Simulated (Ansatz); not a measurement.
# The perfect C wire along [111], 38 atoms a period, H-terminated, part 2 of 2

Aim: is the C wire along [111], 38 atoms a period, H-terminated a metal or a semiconductor?

Ansatz 0.2.0; DFT PBE, plane waves, PAW; relaxation of a wire's period; PAW set soft_1 (the session's first sound run).

So far: The starting structure; Relaxing the period.

## Step 2: Relaxing the period (continued)

The steps of the relaxation:

| step | energy less that of the first step (eV) | largest force component (eV/Å) | pressure (GPa) | volume (Å³) |
| --- | --- | --- | --- | --- |
| 1 | 0.0000 | 0.8506 | -0.35 | 1246.83 |
| 2 | -0.7002 | 0.8211 | -0.34 | 1278.35 |
| 3 | -0.8219 | 0.2436 | -0.16 | 1268.94 |
| 4 | -0.8314 | 0.0248 | 0.00 | 1268.13 |
| 5* | -0.8538 | 0.0259 | 0.02 | 1268.13 |
| 6 | -0.8537 | 0.0046 | 0.00 | 1268.56 |
| 7* | -0.8541 | 0.0046 | 0.00 | 1268.56 |

Relaxation steps marked * repeat the geometry before them on a plane-wave basis chosen anew for their cell, so energy and pressure can jump there.

Forces are held to the 4 operations that the run works with; a distortion that breaks them can't arise in this run.

| cell as run | before | after | change |
| --- | --- | --- | --- |
| c (Å) | 6.183 | 6.291 | +1.7 % |

The atoms that moved most (Å, along periodic axes as changes of fractional coordinates times the final cell, across vacuum about the mean position):

| atom | dx | dy | dz | length |
| --- | --- | --- | --- | --- |
| H19 | -0.043 | -0.041 | -0.083 | 0.102 |
| H18 | 0.043 | -0.041 | -0.083 | 0.102 |
| H13 | -0.043 | 0.041 | 0.083 | 0.102 |
| H12 | 0.043 | 0.041 | 0.083 | 0.102 |
| H16 | -0.015 | 0.058 | -0.083 | 0.102 |
| H21 | 0.015 | 0.058 | -0.083 | 0.102 |
| H10 | -0.015 | -0.058 | 0.083 | 0.102 |
| H15 | 0.015 | -0.058 | 0.083 | 0.102 |

Numbers from this step:

```
cell length along the wire : 6.291 Å
```

The cell's length comes to 6.291 Å with spin left out.

## Step 3: The wire at its relaxed period

This step: DFT PBE, plane waves, PAW; bands of a perfect wire; PAW set soft_1 (Ansatz 0.2.0).

At the relaxed period the bands are computed along the axis; those that cross an energy going forward count the channels that a perfect wire would open there.

input.yaml

```yaml
crystal:
  lattice:
    - [13.678, 0.0, 0.0]
    - [0.0, 14.742, 0.0]
    - [0.0, 0.0, 6.2911577683]
  atoms:
    - { symbol: C, position: [0.406706332, 0.450020355, 0.001125346] }
    - { symbol: C, position: [0.499988842, 0.303301721, 0.998057122] }
    - { symbol: C, position: [0.593271352, 0.450020355, 0.001125346] }
    - { symbol: C, position: [0.315121432, 0.599019908, 0.241010074] }
    - { symbol: C, position: [0.406326105, 0.449815844, 0.250586128] }
    - { symbol: C, position: [0.499988842, 0.301929149, 0.24100673] }
    - { symbol: C, position: [0.499988842, 0.600335121, 0.250588063] }
    - { symbol: C, position: [0.593651579, 0.449815844, 0.250586128] }
    - { symbol: C, position: [0.684856251, 0.599019908, 0.241010074] }
    - { symbol: H, position: [0.247511523, 0.433021112, 0.286165677] }
    - { symbol: H, position: [0.311251262, 0.330599571, 0.286172145] }
    - { symbol: H, position: [0.436254484, 0.736341487, 0.286172621] }
    - { symbol: H, position: [0.5637232, 0.736341487, 0.286172621] }
    - { symbol: H, position: [0.688726422, 0.330599571, 0.286172145] }
    - { symbol: H, position: [0.752466161, 0.433021112, 0.286165677] }
    - { symbol: H, position: [0.247511523, 0.566957035, 0.297167657] }
    - { symbol: H, position: [0.311251262, 0.669378576, 0.297161188] }
    - { symbol: H, position: [0.436254484, 0.263636659, 0.297160712] }
    - { symbol: H, position: [0.5637232, 0.263636659, 0.297160712] }
    - { symbol: H, position: [0.688726422, 0.669378576, 0.297161188] }
    - { symbol: H, position: [0.752466161, 0.566957035, 0.297167657] }
    - { symbol: C, position: [0.315121432, 0.400958239, 0.342323259] }
    - { symbol: C, position: [0.406326105, 0.550162303, 0.332747205] }
    - { symbol: C, position: [0.499988842, 0.399643026, 0.33274527] }
    - { symbol: C, position: [0.499988842, 0.698048998, 0.342326603] }
    - { symbol: C, position: [0.593651579, 0.550162303, 0.332747205] }
    - { symbol: C, position: [0.684856251, 0.400958239, 0.342323259] }
    - { symbol: C, position: [0.316401763, 0.401645485, 0.585272254] }
    - { symbol: C, position: [0.406706332, 0.549957792, 0.582207988] }
    - { symbol: C, position: [0.499988842, 0.400049405, 0.582204667] }
    - { symbol: C, position: [0.499988842, 0.696676425, 0.585276212] }
    - { symbol: C, position: [0.593271352, 0.549957792, 0.582207988] }
    - { symbol: C, position: [0.683575921, 0.401645485, 0.585272254] }
    - { symbol: H, position: [0.249677707, 0.53414572, 0.616008936] }
    - { symbol: H, position: [0.342951882, 0.684039313, 0.616007132] }
    - { symbol: H, position: [0.406715261, 0.281781677, 0.616002151] }
    - { symbol: H, position: [0.593262422, 0.281781677, 0.616002151] }
    - { symbol: H, position: [0.657025801, 0.684039313, 0.616007132] }
    - { symbol: H, position: [0.750299976, 0.53414572, 0.616008936] }
    - { symbol: H, position: [0.250631067, 0.366415737, 0.645215016] }
    - { symbol: H, position: [0.499988842, 0.767139827, 0.645219814] }
    - { symbol: H, position: [0.749346616, 0.366415737, 0.645215016] }
    - { symbol: C, position: [0.316607188, 0.499215316, 0.669880601] }
    - { symbol: C, position: [0.407575035, 0.353025735, 0.669877764] }
    - { symbol: C, position: [0.409020561, 0.647727136, 0.669882633] }
    - { symbol: C, position: [0.499988842, 0.499989039, 0.66510559] }
    - { symbol: C, position: [0.590957123, 0.647727136, 0.669882633] }
    - { symbol: C, position: [0.592402649, 0.353025735, 0.669877764] }
    - { symbol: C, position: [0.683370496, 0.499215316, 0.669880601] }
    - { symbol: C, position: [0.316607188, 0.500762831, 0.913452732] }
    - { symbol: C, position: [0.409020561, 0.35225101, 0.9134507] }
    - { symbol: C, position: [0.407575035, 0.646952412, 0.913455569] }
    - { symbol: C, position: [0.499988842, 0.499989108, 0.918227743] }
    - { symbol: C, position: [0.592402649, 0.646952412, 0.913455569] }
    - { symbol: C, position: [0.590957123, 0.35225101, 0.9134507] }
    - { symbol: C, position: [0.683370496, 0.500762831, 0.913452732] }
    - { symbol: H, position: [0.250631067, 0.63356241, 0.938118317] }
    - { symbol: H, position: [0.499988842, 0.23283832, 0.938113519] }
    - { symbol: H, position: [0.749346616, 0.63356241, 0.938118317] }
    - { symbol: H, position: [0.249677707, 0.465832427, 0.967324397] }
    - { symbol: H, position: [0.342951882, 0.315938833, 0.967326202] }
    - { symbol: H, position: [0.406715261, 0.71819647, 0.967331182] }
    - { symbol: H, position: [0.593262422, 0.71819647, 0.967331182] }
    - { symbol: H, position: [0.657025801, 0.315938833, 0.967326202] }
    - { symbol: H, position: [0.750299976, 0.465832427, 0.967324397] }
    - { symbol: C, position: [0.316401763, 0.598332662, 0.99806108] }
    - { symbol: C, position: [0.499988842, 0.599928742, 0.001128667] }
    - { symbol: C, position: [0.683575921, 0.598332662, 0.99806108] }
kpoints:
  mp_grid: { grid: [1, 1, 13] }
  band_path: { path: ["Γ", Z], npoints: 90 }
scf:
  occupations: { method: fermi_dirac, width: 0.05 }
hamiltonian:
  xc: pbe
  pseudopotentials: { kind: paw, azcp: { folder: soft_1 } }
output:
  dos: { e_range: [-5, 4] }
  write_potential: true
  write_density: true
  volumetric_format: npy
```

Command:

```console
$ ansatz run input.yaml --threads 4 --pin off --max-ram 16384MiB --backend cpu --events-out ev --progress --plain --runs-dir out
```

Numbers of over 12 decimals in the logs are rounded to 6 here.

The log of the run:

```text
[...]
Crystal: 68 atoms, lattice volume = 1268.556 Å³
Basis set: ecut = 420 eV, 24773 PW (Γ)
Bands: 159, of which v1, the nominal top of the filled ones, is band 91 counted from 1 (90 counted from 0)
Symmetry: 4 space group operations
[...]
k-points: 7 of 13
[...]
SCF iter   1: F=—  HF=-10045.009226 eV  |F-HF|=—  |Δ(HF+E_count)|=         —  Δρ=7.81e-2  dr2=8.52e1  ethr=3.10e-3  ⟨swp⟩=7.9  Hψ=6212  notcnv=0  defer=163
[...]
SCF iter  10: F=-10015.178030 eV  HF=-10015.178030 eV  |F-HF|=9.41e-9  |Δ(HF+E_count)|=   4.98e-8  Δρ=1.32e-6  dr2=1.31e-8  ethr=5.49e-11  ⟨swp⟩=29.1  Hψ=10123  notcnv=0
SCF 1 converged in 10 iterations: F = -10015.178030 eV  dr2 = 1.31e-8
[...]
NSCF: frozen V_eff on 91 k-points
WARN: The output density's exchange-correlation potential varies sharply where the density is thin. Do not read a vacuum level from v_tot or v_xc, or from such a field of the output density. On a cell that repeats whose density bears no net charge and no dipole along the vacuum's axis use v_es (v_loc + v_h of the components); under efield.dipole_correction with no amplitude use v_es + v_field, which holds any externa [...]
SCF converged after 10 iterations
Free energy (F): -10015.178030 eV
[...]
Internal energy: -10015.178030 eV  (E = F + TS)
E sigma→0 (E₀):  -10015.178030 eV
Fermi energy:    0.341394 eV
[...]
--- Band table (eV; the first three rows and the last of 7) ---
  k-point 0: bands = [... 87 lower, -2.2346, -1.8477, -1.8472, -1.3745, 2.0906, 2.5369, 2.6650, 2.8119, ... 64 higher]
  k-point 1: bands = [... 87 lower, -2.2762, -1.8458, -1.8453, -1.4349, 2.1060, 2.5558, 2.6855, 2.8313, ... 64 higher]
  k-point 2: bands = [... 87 lower, -2.3898, -1.8517, -1.8514, -1.6149, 2.1540, 2.6129, 2.7464, 2.8897, ... 64 higher]
  k-point 6: bands = [... 87 lower, -2.2868, -2.2867, -2.1270, -2.1270, 2.7443, 3.0104, 3.2326, 3.3440, ... 64 higher]
```

Wall time 7.5 min (4 threads of Arm Neoverse V1, shared host); peak memory 9.4 GiB; 30 min of CPU time.

Numbers from this step:

```
band gap : 3.465 eV
```

The electronic bands at the labelled points (eV, zero at the Fermi level; v1 is the highest filled band, c1 the lowest empty one):

| point | v4 | v3 | v2 | v1 | c1 | c2 | c3 | c4 |
| --- | --- | --- | --- | --- | --- | --- | --- | --- |
| Γ | -2.58 | -2.19 | -2.19 | -1.72 | 1.75 | 2.20 | 2.32 | 2.47 |
| halfway | -2.95 | -2.34 | -2.23 | -2.23 | 1.92 | 2.40 | 2.54 | 2.68 |
| Z | -2.58 | -2.58 | -2.51 | -2.51 | 2.49 | 2.57 | 2.98 | 3.03 |

The gap is 3.47 eV, with spin left out.

On this path the gap is direct, 3.47 eV, with the valence top at Γ and the conduction bottom at Γ.

## Step 4: Levels at the same atoms, cutoff 500 eV, k-mesh 1×1×10

This step: DFT r2SCAN, plane waves, PAW; bands of a perfect wire at the PBE geometry; PAW set soft_1 (Ansatz 0.2.0).

The atoms stay at the PBE geometry and the functional changes. r2SCAN also reads the kinetic-energy density; it often gives larger moments and wider gaps than PBE, at a higher cost. Against the first PBE run of this kind, the cutoff is 500 eV against 420 and the mesh along the wire has 10 points against 13.

Changes to input.yaml since step 3:

```diff
@@ -75,3 +75,3 @@
 kpoints:
-  mp_grid: { grid: [1, 1, 13] }
+  mp_grid: { grid: [1, 1, 10] }
   band_path: { path: ["Γ", Z], npoints: 90 }
@@ -80,8 +80,3 @@
 hamiltonian:
-  xc: pbe
+  xc: r2scan
   pseudopotentials: { kind: paw, azcp: { folder: soft_1 } }
-output:
-  dos: { e_range: [-5, 4] }
-  write_potential: true
-  write_density: true
-  volumetric_format: npy
```

The log of the run:

```text
[...]
Crystal: 68 atoms, lattice volume = 1268.556 Å³
Basis set: ecut = 500 eV, 32235 PW (Γ), exchange–correlation on 400×432×192 points (64 copies of the dense FFT grid, shifted against one another)
Bands: 159, of which v1, the nominal top of the filled ones, is band 91 counted from 1 (90 counted from 0)
Symmetry: 4 space group operations
[...]
k-points: 6 of 10
[...]
SCF iter   1: F=—  HF=-10066.955978 eV  |F-HF|=—  |Δ(HF+E_count)|=         —  Δρ=7.53e-2  dr2=7.75e1  dr2_τ=1.18e1  ethr=3.10e-3  ⟨swp⟩=8.0  Hψ=5337  notcnv=0  defer=121
[...]
SCF iter  10: F=-10045.347387 eV  HF=-10045.347387 eV  |F-HF|=1.69e-8  |Δ(HF+E_count)|=   7.84e-8  Δρ=1.01e-6  dr2=8.11e-9  dr2_τ=8.29e-10  ethr=5.49e-11  ⟨swp⟩=6.0  Hψ=3211  notcnv=0
SCF 1 converged in 10 iterations: F = -10045.347387 eV  dr2 = 8.11e-9
[...]
SCF converged after 10 iterations
Free energy (F): -10045.347387 eV
[...]
Internal energy: -10045.347387 eV  (E = F + TS)
E sigma→0 (E₀):  -10045.347387 eV
Fermi energy:    0.521659 eV
[...]
--- Band table (eV; the first three rows and the last of 6) ---
  k-point 0: bands = [... 87 lower, -2.4103, -2.0015, -2.0013, -1.4794, 2.5567, 3.0235, 3.1776, 3.3047, ... 64 higher]
  k-point 1: bands = [... 87 lower, -2.4808, -2.0012, -2.0011, -1.5892, 2.5830, 3.0557, 3.2129, 3.3384, ... 64 higher]
  k-point 2: bands = [... 87 lower, -2.6700, -2.0245, -2.0245, -1.9135, 2.6668, 3.1536, 3.3170, 3.4394, ... 64 higher]
  k-point 5: bands = [... 87 lower, -2.4227, -2.4227, -2.3395, -2.3393, 3.3094, 3.3829, 3.7928, 3.9002, ... 64 higher]
```

Wall time 10 min (4 threads); peak memory 13 GiB.

Numbers from this step:

```yaml
band_gap: 4.036 eV
```

Electronic bands along the path, in eV, zero at the Fermi level; v1 is the highest filled band, c1 the lowest empty one:

| point | v4 | v3 | v2 | v1 | c1 | c2 | c3 | c4 |
| --- | --- | --- | --- | --- | --- | --- | --- | --- |
| Γ | -2.93 | -2.52 | -2.52 | -2.00 | 2.04 | 2.50 | 2.66 | 2.78 |
| halfway | -3.32 | -2.67 | -2.57 | -2.57 | 2.21 | 2.71 | 2.87 | 2.99 |
| Z | -2.94 | -2.94 | -2.86 | -2.86 | 2.79 | 2.86 | 3.27 | 3.38 |

The gap is 4.04 eV, against 3.47 eV under PBE at the relaxed period.

## Step 5: Summary of results

```
cell length, PBE : 6.291 Å
gap, PBE         : 3.47 eV
gap, r2SCAN      : 4.04 eV
```

In words: Under PBE the cell's length is 6.29 Å, and a gap of 3.47 eV makes it a semiconductor. At the relaxed period the wire is gapped under every functional, from 3.47 eV (PBE) to 4.04 eV (r2SCAN). Weak screening in one dimension makes quasiparticle gaps larger than the semilocal gaps, as a rule.

[Logs are printed without paths, hosts, clocks, repeated set-up lines and the standing remarks that a program may print on its own settings, such as how far it seeks lower states.]

[Hosts, paths, dates, database ids (printed as entryN), source tags and the programs' standing remarks are cut or masked in the printed files.]
